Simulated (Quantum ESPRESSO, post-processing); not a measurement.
# Cu(111), 5 layers: vacuum convergence, part 3 of 3

Wanted: the cheapest sound input for Cu(111), 5 layers, from a series that sets result against time.

Quantum ESPRESSO 7.5; plane-wave DFT, PBE, GBRV ultrasoft pseudopotentials.

So far. Step 7 (Electrostatic potential): Counted from each run's own zero (the Fermi level), the vacuum level differs from the first run's by +1 meV. Step 9 (Potential by pp.x): Counted from each run's own zero (the Fermi level), the vacuum level differs from the first run's by +1 meV.

## (10) Ground state: 10 Å of vacuum

File c8.in:

```
&control
  prefix = 'c8'
  outdir = './out'
  pseudo_dir = './pseudo'
  calculation = 'scf'
  tprnfor = .true.
/
&system
  ibrav = 0
  nat = 5
  ntyp = 1
  ecutwfc = 40
  ecutrho = 200
  occupations = 'smearing'
  smearing = 'mv'
  degauss = 0.02
/
&electrons
  conv_thr = 1e-07
  mixing_beta = 0.4
  electron_maxstep = 120
  mixing_mode = 'local-TF'
/
ATOMIC_SPECIES
  Cu  63.5460  cu_pbe_v1.2.uspp.F.UPF
CELL_PARAMETERS angstrom
  2.55265548008344 0.00000000000000 0.00000000000000
  1.27632774004172 2.21066449286182 0.00000000000000
  0.00000000000000 0.00000000000000 18.33693788709819
ATOMIC_POSITIONS crystal
  Cu  0.666666666700 0.666666666700 0.272673661807
  Cu  0.000000000000 0.000000000000 0.386336830903
  Cu  0.333333333300 0.333333333300 0.500000000000
  Cu  0.666666666700 0.666666666700 0.613663169097
  Cu  0.000000000000 0.000000000000 0.727326338193
K_POINTS automatic
  12 12 1 0 0 0
```

On the command line:

```console
OMP_NUM_THREADS=1 mpirun -n 4 pw.x -nk 4 -in c8.in > c8.out
```

Output:

```text
[banner, memory and clock lines left out]
Program PWSCF v.7.5 starts
[...]
Message from routine setup:
[...]
number of electrons       =        95.00
     number of Kohn-Sham states=           58
     kinetic-energy cutoff     =      40.0000  Ry
     charge density cutoff     =     200.0000  Ry
[...]
number of k points=    19  Marzari-Vanderbilt smearing, width (Ry)=  0.0200
[...]
Dense  grid:    33335 G-vectors     FFT dimensions: (  24,  24, 160)
[...]
negative rho (up, down):  6.033E-05 0.000E+00
     Starting wfcs are   65 randomized atomic wfcs
[...]
negative rho (up, down):  7.276E-03 0.000E+00
[...]
estimated scf accuracy    <      43.47842640 Ry
[...]
negative rho (up, down):  1.458E-03 0.000E+00
[...]
estimated scf accuracy    <       0.14060939 Ry
[...]
negative rho (up, down):  5.059E-06 0.000E+00
[...]
estimated scf accuracy    <       0.12049376 Ry
[...]
estimated scf accuracy    <       0.02937463 Ry
[...]
estimated scf accuracy    <       0.02917849 Ry
[...]
estimated scf accuracy    <       0.01187740 Ry
[...]
estimated scf accuracy    <       0.00261513 Ry
[...]
estimated scf accuracy    <       0.00522717 Ry
[...]
negative rho (up, down):  3.394E-07 0.000E+00
[...]
estimated scf accuracy    <       0.00542197 Ry
[...]
estimated scf accuracy    <       0.00765225 Ry
[...]
negative rho (up, down):  2.705E-06 0.000E+00
[...]
estimated scf accuracy    <       0.00020557 Ry
[...]
negative rho (up, down):  1.908E-06 0.000E+00
[...]
estimated scf accuracy    <       0.00022008 Ry
[...]
negative rho (up, down):  3.119E-06 0.000E+00
[...]
estimated scf accuracy    <       0.00004142 Ry
[...]
negative rho (up, down):  2.393E-06 0.000E+00
[...]
estimated scf accuracy    <       0.00000050 Ry
[...]
negative rho (up, down):  8.789E-07 0.000E+00
[...]
estimated scf accuracy    <       0.00001193 Ry
[...]
negative rho (up, down):  2.200E-06 0.000E+00
[...]
estimated scf accuracy    <       0.00000527 Ry
[...]
negative rho (up, down):  2.499E-06 0.000E+00
[...]
estimated scf accuracy    <       0.00000046 Ry
[...]
negative rho (up, down):  2.803E-06 0.000E+00
[...]
the Fermi energy is     7.1659 ev
!    total energy              =   -2018.84085981 Ry
     estimated scf accuracy    <          3.0E-09 Ry
     smearing contrib. (-TS)   =      -0.00011599 Ry
     internal energy E=F+TS    =   -2018.84074382 Ry
[...]
one-electron contribution =   -7655.27341274 Ry
     hartree contribution      =    3854.38413283 Ry
     xc contribution           =    -193.97336187 Ry
     ewald contribution        =    1976.02189797 Ry
     convergence has been achieved in  18 iterations
     negative rho (up, down):  2.803E-06 0.000E+00
[...]
Total force =     0.001138     Total SCF correction =     0.000709
[...]
```

Elapsed: 32 s, on 4 MPI ranks of Arm Neoverse V2, shared host; peak memory 0.41 GiB; 2.1 min of CPU time.

Read from the output:

```
free energy  : -27467.7292 eV
Fermi energy : 7.166 eV
```

The program's own clock; routines nest. Time by routine:

```csv
routine,wall time (s),calls
PWSCF,31.26,1
electrons,30.26,1
c_bands,23.91,18
cegterg,22.5,90
h_psi,14.86,360
fftw,13.23,32126
vloc_psi,12.41,360
sum_band,3.4,18
mix_rho,2.14,18
calbec,1.76,470
ffts,1.37,1698
h_psi:calbec,1.21,360
s_psi,1.19,360
add_vuspsi,1.19,360
```

## (11) Electrostatic potential

File c8.pot.in:

```
&inputpp
  prefix = 'c8'
  outdir = './out'
  filplot = 'c8.pot.dat'
  plot_num = 11
/
```

On the command line:

```console
OMP_NUM_THREADS=1 mpirun -n 4 pp.x -in c8.pot.in > c8.pot.out
```

The job ended after 0.72 s (4 MPI ranks; peak memory 0.1 GiB; 2.5 s of CPU time).

This step gave:

* potential in the middle of the vacuum, over the Fermi level: 4.778 eV

Counted from each run's own zero (the Fermi level), the vacuum level differs from the first run's by +2 meV.

## (12) Ground state: 8 Å of vacuum

File c10.in:

```
&control
  prefix = 'c10'
  outdir = './out'
  pseudo_dir = './pseudo'
  calculation = 'scf'
  tprnfor = .true.
/
&system
  ibrav = 0
  nat = 5
  ntyp = 1
  ecutwfc = 40
  ecutrho = 200
  occupations = 'smearing'
  smearing = 'mv'
  degauss = 0.02
/
&electrons
  conv_thr = 1e-07
  mixing_beta = 0.4
  electron_maxstep = 120
  mixing_mode = 'local-TF'
/
ATOMIC_SPECIES
  Cu  63.5460  cu_pbe_v1.2.uspp.F.UPF
CELL_PARAMETERS angstrom
  2.55265548008344 0.00000000000000 0.00000000000000
  1.27632774004172 2.21066449286182 0.00000000000000
  0.00000000000000 0.00000000000000 16.33693788709819
ATOMIC_POSITIONS crystal
  Cu  0.666666666700 0.666666666700 0.244843925321
  Cu  0.000000000000 0.000000000000 0.372421962660
  Cu  0.333333333300 0.333333333300 0.500000000000
  Cu  0.666666666700 0.666666666700 0.627578037340
  Cu  0.000000000000 0.000000000000 0.755156074679
K_POINTS automatic
  12 12 1 0 0 0
```

On the command line:

```console
OMP_NUM_THREADS=1 mpirun -n 4 pw.x -nk 4 -in c10.in > c10.out
```

Output:

```text
[banner, memory and clock lines left out]
Program PWSCF v.7.5 starts
[...]
Message from routine setup:
[...]
number of electrons       =        95.00
     number of Kohn-Sham states=           58
     kinetic-energy cutoff     =      40.0000  Ry
     charge density cutoff     =     200.0000  Ry
[...]
number of k points=    19  Marzari-Vanderbilt smearing, width (Ry)=  0.0200
[...]
Dense  grid:    29635 G-vectors     FFT dimensions: (  24,  24, 144)
[...]
negative rho (up, down):  1.361E-05 0.000E+00
     Starting wfcs are   65 randomized atomic wfcs
[...]
negative rho (up, down):  1.891E-03 0.000E+00
[...]
estimated scf accuracy    <      39.09016512 Ry
[...]
negative rho (up, down):  1.202E-04 0.000E+00
[...]
estimated scf accuracy    <       0.13223621 Ry
[...]
estimated scf accuracy    <       0.11559184 Ry
[...]
estimated scf accuracy    <       0.02153938 Ry
[...]
estimated scf accuracy    <       0.02595418 Ry
[...]
estimated scf accuracy    <       0.01636094 Ry
[...]
estimated scf accuracy    <       0.00199564 Ry
[...]
estimated scf accuracy    <       0.00142831 Ry
[...]
estimated scf accuracy    <       0.00141575 Ry
[...]
estimated scf accuracy    <       0.00112117 Ry
[...]
estimated scf accuracy    <       0.00116478 Ry
[...]
estimated scf accuracy    <       0.00015775 Ry
[...]
estimated scf accuracy    <       0.00015277 Ry
[...]
estimated scf accuracy    <       0.00007053 Ry
[...]
estimated scf accuracy    <       0.00000350 Ry
[...]
the Fermi energy is     8.6260 ev
!    total energy              =   -2018.84091037 Ry
     estimated scf accuracy    <       0.00000005 Ry
     smearing contrib. (-TS)   =      -0.00012905 Ry
     internal energy E=F+TS    =   -2018.84078132 Ry
[...]
one-electron contribution =   -5354.16991415 Ry
     hartree contribution      =    2708.92607796 Ry
     xc contribution           =    -193.97305445 Ry
     ewald contribution        =     820.37610932 Ry
     convergence has been achieved in  16 iterations
[...]
Total force =     0.000462     Total SCF correction =     0.000842
[...]
```

Run time: 24 s. Hardware: 4 MPI ranks; peak memory 0.38 GiB; 95 s of CPU time.

Read from the output:

```
free energy  : -27467.7299 eV
Fermi energy : 8.626 eV
```

The program's own clock; routines nest. Time by routine:

```csv
routine,wall time (s),calls
PWSCF,23.18,1
electrons,22.29,1
c_bands,17.66,16
cegterg,16.45,80
h_psi,11.1,275
fftw,9.93,27432
vloc_psi,9.26,275
sum_band,2.62,16
mix_rho,1.37,16
calbec,1.36,375
h_psi:calbec,0.91,275
ffts,0.91,1160
s_psi,0.9,275
add_vuspsi,0.9,275
```

## (13) Electrostatic potential

File c10.pot.in:

```
&inputpp
  prefix = 'c10'
  outdir = './out'
  filplot = 'c10.pot.dat'
  plot_num = 11
/
```

On the command line:

```console
OMP_NUM_THREADS=1 mpirun -n 4 pp.x -in c10.pot.in > c10.pot.out
```

The job ended after 0.72 s (4 MPI ranks; peak memory 0.1 GiB; 2.5 s of CPU time).

Read from the output:

- potential in the middle of the vacuum, over the Fermi level: 4.785 eV

Counted from each run's own zero (the Fermi level), the vacuum level differs from the first run's by +10 meV.

## (14) The series side by side

All levels:

```csv
level,vacuum level over the Fermi level (eV),its change from the first (meV),energy from the first (meV an atom),SCF iterations,wall time (s),peak memory (GiB),CPU time (s)
24 Å of vacuum,4.776,0,0,22,72.97,0.51,291.4
18 Å of vacuum,4.776,0.8778,-5.99e-4,20,52.78,0.49,210.7
14 Å of vacuum,4.777,0.9874,0.003238,20,41.38,0.46,165.2
12 Å of vacuum,4.777,1.191,0.002721,15,29.78,0.43,118.7
10 Å of vacuum,4.778,2.064,-0.0283,18,31.81,0.41,126.9
8 Å of vacuum,4.785,9.827,-0.1659,16,23.73,0.38,94.58
```

## (15) Outcome

```yaml
vacuum_level_over_the_fermi_level_24_a_of_vacuum: 4.776 eV
cheapest_step_of_the_main_series_that_with_all_steps_before_it_keeps_the_vacuum_level_within_20_mev_of_the_first: 8 Å of vacuum: +10 meV, 95 s of CPU time against 4.9 min
setting_with_the_largest_shift_of_the_level: 8 Å of vacuum: +10 meV
```

The cheapest step of the main series that, with all steps before it, keeps the vacuum level within 20 meV of the first is 8 Å of vacuum: +10 meV, 95 s of CPU time against 4.9 min. Over the series the energy moves by up to 0.166 meV an atom and the vacuum level by up to 10 meV. The level is read in the middle of the vacuum, where a short gap still holds the tails of both faces. The times come from a shared host and are rough. Peak memory is sampled during the run and can miss the peak. The geometry is as built, not relaxed.

[Logs are printed without paths, hosts, clocks, repeated set-up lines and the standing remarks that a program may print on its own settings, such as how far it seeks lower states.]

[Hosts, paths, dates, database ids (printed as entryN), source tags and the programs' standing remarks are cut or masked in the printed files.]

[Maps of the electrostatic potential energy from Ansatz leave out the sawtooth potential of an applied field or a dipole correction, so their vacuum need not be flat; planar profiles and work functions include it.]
